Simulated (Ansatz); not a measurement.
# MgS (Niningerite, Fm-3m): a volume series of phonon spectra, part 3 of 4

Aim: how the vibrations of MgS (Niningerite) shift with volume, and the expansion that follows.

Measurements to reproduce:
- heat capacity C_P per formula unit 45.6 J/mol/K near room temperature (given in “High-Throughput Prediction of Finite-Temperature Properties using the Quasi-Harmonic Approximation”, 2016, arXiv:1603.06924)

Ansatz 0.2.0; DFT PBEsol, scalar-relativistic, plane waves, PAW.

So far, highest frequency (cm⁻¹): step 5 (lattice dynamics at this volume, V/V0 1) 397.

## 8. Single point at a scaled cell, V/V0 0.985

Symmetry fixes every atom, so a single point at the scaled cell gives the energy and pressure of this member.

The cell differs from the one that the last finished run ended in (a 3.682 → 3.646 Å, b 3.682 → 3.646 Å, c 3.682 → 3.646 Å).

input.yaml reads:

```yaml
crystal:
  lattice:
    - [0.0, 2.5779702832, 2.5779702832]
    - [2.5779702832, 0.0, 2.5779702832]
    - [2.5779702832, 2.5779702832, 0.0]
  atoms:
    - { symbol: Mg, position: [0.0, 0.0, 0.0] }
    - { symbol: S, position: [0.5, 0.5, 0.5] }
kpoints:
  mp_grid: { grid: [8, 8, 8] }
hamiltonian:
  xc: pbesol
scf:
  occupations: { method: fixed }
output:
  forces: true
  stress: true
  eigenvalues: true
```

Started as:

```
ansatz run input.yaml --threads 4 --pin off --max-ram 8192MiB --backend cpu --events-out ev --progress --plain --runs-dir out
```

Numbers of over 12 decimals in the logs are rounded to 6 here.

What it wrote:

```text
[...]
Crystal: 2 atoms, lattice volume = 34.266 Å³
Basis set: ecut = 420 eV, 645 PW (Γ), exchange–correlation on 50×50×50 points (8 copies of the dense FFT grid, shifted against one another)
Bands: 12, of which v1, the nominal top of the filled ones, is band 8 counted from 1 (7 counted from 0)
Symmetry: 48 space group operations
[...]
k-points: 29 of 512
[...]
--- Band table (eV; the first three rows and the last of 29) ---
  k-point 0: bands = [... 4 lower, -6.1842, 6.6565, 6.6565, 6.6565, 10.4669, 14.4505, 14.4505, 14.4505]
  k-point 1: bands = [... 4 lower, -6.0237, 5.5703, 6.5478, 6.5478, 11.2628, 14.1553, 14.7130, 14.7130]
  k-point 2: bands = [... 4 lower, -5.5878, 3.7416, 6.3121, 6.3121, 11.5783, 14.3844, 14.3844, 15.0041]
  k-point 28: bands = [... 4 lower, -4.3364, 3.2609, 3.2609, 4.1880, 11.9600, 14.5092, 14.5092, 14.7202]
[key lines of the parts left out:]
SCF converged after 6 iterations
Free energy (F): -2799.915682 eV
Fermi energy:    6.656543 eV
P = ⅓ Tr σ = 1.2207 GPa (12.207 kbar)
```

The job ended after 0.41 s (4 threads of Arm Neoverse V1, shared host; peak memory 0.27 GiB).

The run ends at a pressure of 1.22 GPa.

## 9. Phonons, V/V0 0.985

Phonons at this volume give one point of F(V, T); meshes stay fixed along the series.

input.yaml, the sections that differ from step 8:

```yaml
output:
  eigenvalues: true
phonons:
  method: dfpt
  dielectric: true
  rigid_motions: translations
  qmesh: [4, 4, 4]
  temperatures: { t_max: 1000, t_step: 50 }
  qpath:
    path:
      - [[0.0, 0.0, 0.0], [0.5, 0.0, 0.5], [0.625, 0.25, 0.625]]
      - [[0.375, 0.375, 0.75], [0.0, 0.0, 0.0], [0.5, 0.5, 0.5], [0.5, 0.25, 0.75], [0.5, 0.0, 0.5]]
    npoints: 10
# crystal, kpoints, hamiltonian, scf: as in step 8
```

What it wrote:

```text
[...]
Crystal: 2 atoms, lattice volume = 34.266 Å³
Basis set: ecut = 420 eV, 645 PW (Γ), exchange–correlation on 50×50×50 points (8 copies of the dense FFT grid, shifted against one another)
Bands: 12, of which v1, the nominal top of the filled ones, is band 8 counted from 1 (7 counted from 0)
Symmetry: 48 space group operations
k-points: 59 of 512 (irreducible under 8 space group operations, time reversal used)
[...]
optical modes at Γ + LO–TO along q̂ = [0.0000, 1.0000, 0.0000]:
      ω (cm⁻¹)  modes    IR ((D/Å)²/amu)
        252.93      2            17.6011
        403.73      1             8.8006
  optical modes at Γ + LO–TO along q̂ = [0.0000, 0.0000, 1.0000]:
      ω (cm⁻¹)  modes    IR ((D/Å)²/amu)
        252.93      2            17.6011
        403.73      1             8.8006
--- Phonons (arbitrary-q DFPT): 8 irreducible q on the 4×4×4 mesh ---
[...]
interpolated dispersion: 63 rows × 6 modes
[...]
[key lines of the parts left out:]
SCF converged after 8 iterations
Free energy (F): -2799.915682 eV
Fermi energy:    6.656526 eV
```

Wall time 55 s (4 threads); peak memory 0.77 GiB.

LO-TO term included. Phonon branches along the path, in cm⁻¹:

| point | branch 1 | branch 2 | branch 3 | branch 4 | branch 5 | branch 6 |
| --- | --- | --- | --- | --- | --- | --- |
| Γ | 0 | 0 | 0 | 253 | 253 | 404 |
| halfway | 107 | 107 | 223 | 266 | 266 | 315 |
| X | 124 | 124 | 183 | 280 | 280 | 315 |
| halfway | 134 | 154 | 183 | 274 | 285 | 312 |
| U | 157 | 180 | 213 | 257 | 293 | 305 |
| jump to K | 157 | 180 | 213 | 257 | 293 | 305 |
| halfway | 131 | 151 | 220 | 220 | 274 | 362 |
| Γ | 0 | 0 | 0 | 253 | 253 | 404 |
| halfway | 118 | 118 | 196 | 241 | 241 | 394 |
| L | 186 | 186 | 210 | 210 | 298 | 367 |
| halfway | 177 | 190 | 223 | 251 | 302 | 304 |
| W | 169 | 169 | 240 | 242 | 298 | 298 |
| halfway | 142 | 174 | 182 | 273 | 286 | 310 |
| X | 124 | 124 | 183 | 280 | 280 | 315 |

The phonon branches as a text plot (rows in cm⁻¹):

```
    395 |***                      ************
    378 |   *                    *            ***
    362 |                       *                ***
    345 |    **                *                    *
    328 |                                            *
    311 |      *    *******  **                       *     *****
    294 |         **    *****                   **************
    278 |       ********    ******             *             ****
    261 |********       ***  **   *******     *        **   *
    244 |       **         *   *  ****   *****       **  ***
    227 |      *            *   **           ***    * ***  *
    210 |         **      *  ***                ******      *
    193 |    **     *    *  ***  *          *    *******     *
    177 |            ********  *                *  **************
    160 |              * **  **            *  **           ** *
    143 |   *           *      ** **         *               **
    126 |        *******        **        * *                  **
    109 |  *   **                *  *
     93 |    **                   **     * *
     76 |   *                             *
     59 | **                        **   *
     42 |                               *
     25 | *                          *  *
      8 |*                            **
         Γ           X  U|K            Γ         L        W     X
```

No mode is imaginary beyond numerical noise at the solved wavevectors. The highest zone-centre mode (no LO–TO term) moved by +4.2 % for a volume change of -1.5 %.

## 10. A cell at another volume, V/V0 1.03

Symmetry fixes every atom, so a single point at the scaled cell gives the energy and pressure of this member.

The cell differs from the one that the last finished run ended in (a 3.646 → 3.700 Å, b 3.646 → 3.700 Å, c 3.646 → 3.700 Å).

input.yaml, the sections that differ from step 9:

```yaml
crystal:
  lattice:
    - [0.0, 2.6166455963, 2.6166455963]
    - [2.6166455963, 0.0, 2.6166455963]
    - [2.6166455963, 2.6166455963, 0.0]
  atoms:
    - { symbol: Mg, position: [0.0, 0.0, 0.0] }
    - { symbol: S, position: [0.5, 0.5, 0.5] }
output:
  forces: true
  stress: true
  eigenvalues: true
# kpoints, hamiltonian, scf: as in step 9
# phonons: removed
```

What it wrote:

```text
[...]
Crystal: 2 atoms, lattice volume = 35.831 Å³
Basis set: ecut = 420 eV, 725 PW (Γ), exchange–correlation on 50×50×50 points (8 copies of the dense FFT grid, shifted against one another)
Bands: 12, of which v1, the nominal top of the filled ones, is band 8 counted from 1 (7 counted from 0)
Symmetry: 48 space group operations
[...]
k-points: 29 of 512
[...]
--- Band table (eV; the first three rows and the last of 29) ---
  k-point 0: bands = [... 4 lower, -6.4464, 6.1365, 6.1365, 6.1365, 9.5981, 13.9603, 13.9603, 13.9603]
  k-point 1: bands = [... 4 lower, -6.2971, 5.0790, 6.0375, 6.0375, 10.4162, 13.6253, 14.2015, 14.2015]
  k-point 2: bands = [... 4 lower, -5.8936, 3.3332, 5.8215, 5.8215, 10.8973, 13.8205, 13.8205, 14.2334]
  k-point 28: bands = [... 4 lower, -4.7567, 2.9343, 2.9343, 3.7939, 11.2691, 13.9236, 13.9236, 14.0287]
[key lines of the parts left out:]
SCF converged after 6 iterations
Free energy (F): -2799.910409 eV
Fermi energy:    6.136503 eV
P = ⅓ Tr σ = -2.1711 GPa (-21.711 kbar)
```

It took 0.44 s on 4 threads; peak memory 0.27 GiB; 1.2 s of CPU time.

The run ends at a pressure of -2.17 GPa.

## 11. Phonons, V/V0 1.03

The same q-mesh and k-mesh are kept at every volume, so that much of their error can cancel in the differences.

input.yaml, the sections that differ from step 10:

```yaml
output:
  eigenvalues: true
phonons:
  method: dfpt
  dielectric: true
  rigid_motions: translations
  qmesh: [4, 4, 4]
  temperatures: { t_max: 1000, t_step: 50 }
  qpath:
    path:
      - [[0.0, 0.0, 0.0], [0.5, 0.0, 0.5], [0.625, 0.25, 0.625]]
      - [[0.375, 0.375, 0.75], [0.0, 0.0, 0.0], [0.5, 0.5, 0.5], [0.5, 0.25, 0.75], [0.5, 0.0, 0.5]]
    npoints: 10
# crystal, kpoints, hamiltonian, scf: as in step 10
```

What it wrote:

```text
[...]
Crystal: 2 atoms, lattice volume = 35.831 Å³
Basis set: ecut = 420 eV, 725 PW (Γ), exchange–correlation on 50×50×50 points (8 copies of the dense FFT grid, shifted against one another)
Bands: 12, of which v1, the nominal top of the filled ones, is band 8 counted from 1 (7 counted from 0)
Symmetry: 48 space group operations
k-points: 59 of 512 (irreducible under 8 space group operations, time reversal used)
[...]
optical modes at Γ + LO–TO along q̂ = [0.0000, 1.0000, 0.0000]:
      ω (cm⁻¹)  modes    IR ((D/Å)²/amu)
        222.38      2            18.2509
        384.28      1             9.1254
  optical modes at Γ + LO–TO along q̂ = [0.0000, 0.0000, 1.0000]:
      ω (cm⁻¹)  modes    IR ((D/Å)²/amu)
        222.38      2            18.2509
        384.28      1             9.1254
--- Phonons (arbitrary-q DFPT): 8 irreducible q on the 4×4×4 mesh ---
[...]
interpolated dispersion: 63 rows × 6 modes
[...]
[key lines of the parts left out:]
SCF converged after 6 iterations
Free energy (F): -2799.910409 eV
Fermi energy:    6.136493 eV
```

The job ended after 59 s (4 threads; peak memory 0.77 GiB; 3.7 min of CPU time).

LO-TO term included. Phonon branches along the path, in cm⁻¹:

| point | branch 1 | branch 2 | branch 3 | branch 4 | branch 5 | branch 6 |
| --- | --- | --- | --- | --- | --- | --- |
| Γ | 0 | 0 | 0 | 222 | 222 | 384 |
| halfway | 106 | 106 | 201 | 236 | 236 | 303 |
| X | 124 | 124 | 180 | 249 | 249 | 285 |
| halfway | 132 | 151 | 180 | 243 | 256 | 282 |
| U | 151 | 177 | 206 | 228 | 267 | 275 |
| jump to K | 151 | 177 | 206 | 228 | 267 | 275 |
| halfway | 130 | 134 | 196 | 205 | 244 | 345 |
| Γ | 0 | 0 | 0 | 222 | 222 | 384 |
| halfway | 108 | 108 | 186 | 214 | 214 | 376 |
| L | 166 | 166 | 191 | 191 | 282 | 352 |
| halfway | 168 | 179 | 201 | 228 | 280 | 285 |
| W | 167 | 167 | 223 | 224 | 268 | 268 |
| halfway | 141 | 167 | 179 | 246 | 255 | 280 |
| X | 124 | 124 | 180 | 249 | 249 | 285 |

The phonon branches as a text plot (rows in cm⁻¹):

```
    376 |***                      ************
    360 |   *                    *            ***
    344 |                       *                ***
    328 |    **                *                    *
    312 |                                            *
    296 |      *             **
    280 |       * ********* *                   *********   *****
    264 |        *      *****                  *       *******
    248 |        *******   * ****             *         *   *****
    232 |  ******       ***    * *****                ** ***
    216 |**     **         *      ************       *  ****
    200 |      *  **     ** *   **            ***  *****    *
    184 |           *******  ***            *    *******     ****
    168 |    **         *  ****  *              *************
    152 |              * **  ***           *   *            ***
    136 |   *         ***       * **          *               **
    120 |       *******                   *  *                 **
    104 |      *                 *  *       *
     88 |  * **                   **     * *
     72 |   *                             *
     56 |  *                        **   *
     40 | *                             *
     24 | *                          *  *
      8 |*                            **
         Γ           X  U|K            Γ         L        W     X
```

No mode is imaginary beyond numerical noise at the solved wavevectors. The highest zone-centre mode (no LO–TO term) moved by -8.3 % for a volume change of +3.0 %.

## 12. A cell at another volume, V/V0 0.97

Symmetry fixes every atom, so a single point at the scaled cell gives the energy and pressure of this member.

The cell differs from the one that the last finished run ended in (a 3.700 → 3.627 Å, b 3.700 → 3.627 Å, c 3.700 → 3.627 Å).

input.yaml, the sections that differ from step 11:

```yaml
crystal:
  lattice:
    - [0.0, 2.5648171448, 2.5648171448]
    - [2.5648171448, 0.0, 2.5648171448]
    - [2.5648171448, 2.5648171448, 0.0]
  atoms:
    - { symbol: Mg, position: [0.0, 0.0, 0.0] }
    - { symbol: S, position: [0.5, 0.5, 0.5] }
output:
  forces: true
  stress: true
  eigenvalues: true
# kpoints, hamiltonian, scf: as in step 11
# phonons: removed
```

What it wrote:

```text
[...]
Crystal: 2 atoms, lattice volume = 33.744 Å³
Basis set: ecut = 420 eV, 645 PW (Γ), exchange–correlation on 50×50×50 points (8 copies of the dense FFT grid, shifted against one another)
Bands: 12, of which v1, the nominal top of the filled ones, is band 8 counted from 1 (7 counted from 0)
Symmetry: 48 space group operations
[...]
k-points: 29 of 512
[...]
--- Band table (eV; the first three rows and the last of 29) ---
  k-point 0: bands = [... 4 lower, -6.0920, 6.8411, 6.8411, 6.8411, 10.7760, 14.6225, 14.6225, 14.6225]
  k-point 1: bands = [... 4 lower, -5.9276, 5.7444, 6.7289, 6.7289, 11.5625, 14.3431, 14.8925, 14.8925]
  k-point 2: bands = [... 4 lower, -5.4802, 3.8867, 6.4860, 6.4860, 11.8148, 14.5821, 14.5821, 15.2803]
  k-point 28: bands = [... 4 lower, -4.1875, 3.3767, 3.3767, 4.3277, 12.2028, 14.7144, 14.7144, 14.9632]
[key lines of the parts left out:]
SCF converged after 6 iterations
Free energy (F): -2799.909595 eV
Fermi energy:    6.841149 eV
P = ⅓ Tr σ = 2.5348 GPa (25.348 kbar)
```

The job ended after 0.41 s (4 threads; peak memory 0.27 GiB).

The run ends at a pressure of 2.53 GPa.

## 13. Lattice dynamics at this volume, V/V0 0.97

The same q-mesh and k-mesh are kept at every volume, so that much of their error can cancel in the differences.

input.yaml, the sections that differ from step 12:

```yaml
output:
  eigenvalues: true
phonons:
  method: dfpt
  dielectric: true
  rigid_motions: translations
  qmesh: [4, 4, 4]
  temperatures: { t_max: 1000, t_step: 50 }
  qpath:
    path:
      - [[0.0, 0.0, 0.0], [0.5, 0.0, 0.5], [0.625, 0.25, 0.625]]
      - [[0.375, 0.375, 0.75], [0.0, 0.0, 0.0], [0.5, 0.5, 0.5], [0.5, 0.25, 0.75], [0.5, 0.0, 0.5]]
    npoints: 10
# crystal, kpoints, hamiltonian, scf: as in step 12
```

What it wrote:

```text
[...]
Crystal: 2 atoms, lattice volume = 33.744 Å³
Basis set: ecut = 420 eV, 645 PW (Γ), exchange–correlation on 50×50×50 points (8 copies of the dense FFT grid, shifted against one another)
Bands: 12, of which v1, the nominal top of the filled ones, is band 8 counted from 1 (7 counted from 0)
Symmetry: 48 space group operations
k-points: 59 of 512 (irreducible under 8 space group operations, time reversal used)
[...]
optical modes at Γ + LO–TO along q̂ = [0.0000, 1.0000, 0.0000]:
      ω (cm⁻¹)  modes    IR ((D/Å)²/amu)
        263.38      2            17.3805
        410.61      1             8.6902
  optical modes at Γ + LO–TO along q̂ = [0.0000, 0.0000, 1.0000]:
      ω (cm⁻¹)  modes    IR ((D/Å)²/amu)
        263.38      2            17.3805
        410.61      1             8.6902
--- Phonons (arbitrary-q DFPT): 8 irreducible q on the 4×4×4 mesh ---
[...]
interpolated dispersion: 63 rows × 6 modes
[...]
[key lines of the parts left out:]
SCF converged after 7 iterations
Free energy (F): -2799.909595 eV
Fermi energy:    6.841091 eV
```

It took 55 s on 4 threads; peak memory 0.76 GiB; 3.5 min of CPU time.

No mode is imaginary beyond numerical noise at the solved wavevectors. The highest zone-centre mode (no LO–TO term) moved by +8.6 % for a volume change of -3.0 %.

## 14. Single point at a scaled cell, V/V0 1.05

Symmetry fixes every atom, so a single point at the scaled cell gives the energy and pressure of this member.

The cell differs from the one that the last finished run ended in (a 3.627 → 3.724 Å, b 3.627 → 3.724 Å, c 3.627 → 3.724 Å).

input.yaml, the sections that differ from step 13:

```yaml
crystal:
  lattice:
    - [0.0, 2.6334733617, 2.6334733617]
    - [2.6334733617, 0.0, 2.6334733617]
    - [2.6334733617, 2.6334733617, 0.0]
  atoms:
    - { symbol: Mg, position: [0.0, 0.0, 0.0] }
    - { symbol: S, position: [0.5, 0.5, 0.5] }
output:
  forces: true
  stress: true
  eigenvalues: true
# kpoints, hamiltonian, scf: as in step 13
# phonons: removed
```

What it wrote:

```text
[...]
Crystal: 2 atoms, lattice volume = 36.527 Å³
Basis set: ecut = 420 eV, 725 PW (Γ), exchange–correlation on 50×50×50 points (8 copies of the dense FFT grid, shifted against one another)
Bands: 12, of which v1, the nominal top of the filled ones, is band 8 counted from 1 (7 counted from 0)
Symmetry: 48 space group operations
[...]
k-points: 29 of 512
[...]
--- Band table (eV; the first three rows and the last of 29) ---
  k-point 0: bands = [... 4 lower, -6.5567, 5.9203, 5.9203, 5.9203, 9.2381, 13.7544, 13.7544, 13.7544]
  k-point 1: bands = [... 4 lower, -6.4120, 4.8746, 5.8252, 5.8252, 10.0637, 13.4041, 13.9863, 13.9863]
  k-point 2: bands = [... 4 lower, -6.0221, 3.1635, 5.6173, 5.6173, 10.6076, 13.5828, 13.5828, 13.9163]
  k-point 28: bands = [... 4 lower, -4.9320, 2.7984, 2.7984, 3.6298, 10.9787, 13.6767, 13.6767, 13.7381]
[key lines of the parts left out:]
SCF converged after 6 iterations
Free energy (F): -2799.898163 eV
Fermi energy:    5.920335 eV
P = ⅓ Tr σ = -3.4478 GPa (-34.478 kbar)
```

Run time: 0.44 s. Hardware: 4 threads; peak memory 0.27 GiB; 1.2 s of CPU time.

The run ends at a pressure of -3.45 GPa.

(Part 3 of 4 ends here.)

[Logs are printed without paths, hosts, clocks, repeated set-up lines and the standing remarks that a program may print on its own settings, such as how far it seeks lower states.]

[Hosts, paths, dates, database ids (printed as entryN), source tags and the programs' standing remarks are cut or masked in the printed files.]

[A step with changed settings may run another functional than the one named; its input shows which.]

[Of the runs on displaced cells, only some may be shown.]
